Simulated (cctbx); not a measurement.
**Diagnosing a refinement**

Cell a = 5.4990 Å, b = 6.6920 Å, c = 6.1440 Å, α = 90.00°, β = 93.84°, γ = 90.00°; space group P2/c (no. 13).

The data are simulated with cctbx, not measured: Mo Kα, λ = 0.71073 Å, to d = 0.8 Å, 70 % of the full sphere, strongest reflection 20000 counts, noise from counting, a 3 % proportional error and a noise floor of 8 counts (s.d.); no absorption.

An anisotropic refinement with weights 1/σ² prints:

```text
Rint 0.023, 458 unique reflections to 0.80 A
cycle     R1     wR2    GooF  max shift (A)
   1  0.6075  0.8967  30.863   0.52190
  11  0.1897  0.4427  15.237   0.00000
final R1 0.1897 wR2 0.4427 GooF 15.237  parameters 28  data/parameter 16.4
atom        x        y        z      Ueq    occ   su(xyz)  su(Uiso or U11)
Zn1    0.00000  0.18187  0.75000  -0.0195  1.000  0.00083  0.0023  NPD
Te1    0.50000  0.66782  0.75000   0.0341  1.000  0.00084  0.0034
S1     0.25627  0.39537  0.61848   0.0189  1.000  0.00229  0.0057
O1     0.03697  1.12187  0.74101   0.2255  1.000  0.01741  0.0736  NPD
difference map: max 23.58 min -5.75 rms 1.98
Q1    0.0000  0.1930  0.7500    2   23.59  0.07 A from Zn1
Q2    0.2238  0.1018  0.0778    4   14.57  2.11 A from O1
Q3    0.2657  0.3833  0.6360    4   10.72  0.14 A from S1
Q4    0.4920  0.1703  0.5222    4    4.93  2.00 A from Te1
Q5    0.5000  0.5000  0.0000    2    4.65  1.72 A from S1
Q6    0.0000  0.3140  0.2500    2    4.63  2.56 A from S1
```

Q: Accept it or mend it, and why?

Mend it. The fault: elements exchanged: Te1 is Zn and Zn1 is Te. Against the right model at the same level, R1 goes from 0.0108 to 0.1897 and GooF from 0.92 to 15.24, O1 takes U = 0.23 Å², U of Zn1 shrinks from 0.0082 to -0.0195 Å², U of Te1 swells from 0.0092 to 0.0341 Å², the top difference peak, 23.6 e/Å³, lies on Zn1 and Zn1 and O1 go non-positive-definite. Te1 has 22 electrons too many and its U swells to shed them, as expected; Zn1 has 22 electrons too few and its U shrinks to make up, as expected.

The compound is ZnTeS2O2. The right model at the same level gives:

```text
Rint 0.023, 458 unique reflections to 0.80 A
cycle     R1     wR2    GooF  max shift (A)
   1  0.0146  0.0373   1.284   0.00201
   2  0.0108  0.0267   0.918   0.00000
final R1 0.0108 wR2 0.0267 GooF 0.918  parameters 28  data/parameter 16.4
atom        x        y        z      Ueq    occ   su(xyz)  su(Uiso or U11)
Te1    0.00000  0.18174  0.75000   0.0082  1.000  0.00003  0.0001
Zn1    0.50000  0.66499  0.75000   0.0092  1.000  0.00005  0.0002
S1     0.25846  0.39176  0.62461   0.0177  1.000  0.00011  0.0003
O1     0.22662  0.89392  0.58015   0.0176  1.000  0.00030  0.0008
difference map: max 0.40 min -0.44 rms 0.11
Q1    0.5000  0.4280  0.7500    2    0.43  1.51 A from S1
Q2    0.4132  0.4729  0.1791    4    0.39  1.11 A from Zn1
Q3    0.2916  0.1610  0.1885    4    0.37  0.82 A from O1
Q4    0.1072  0.2346  0.5002    4    0.37  1.52 A from S1
Q5    0.3875  0.1734  0.4702    4    0.35  1.87 A from Zn1
Q6    0.5000  0.2035  0.2500    2    0.34  0.88 A from Zn1
```

The model was made for the exercise: a known structure type with other elements put in, its volume estimated, not relaxed; displacement parameters are assumed.

[Middle refinement cycles are left out of these outputs.]

[Logs are printed without paths, hosts, clocks, repeated set-up lines and the standing remarks that a program may print on its own settings, such as how far it seeks lower states.]
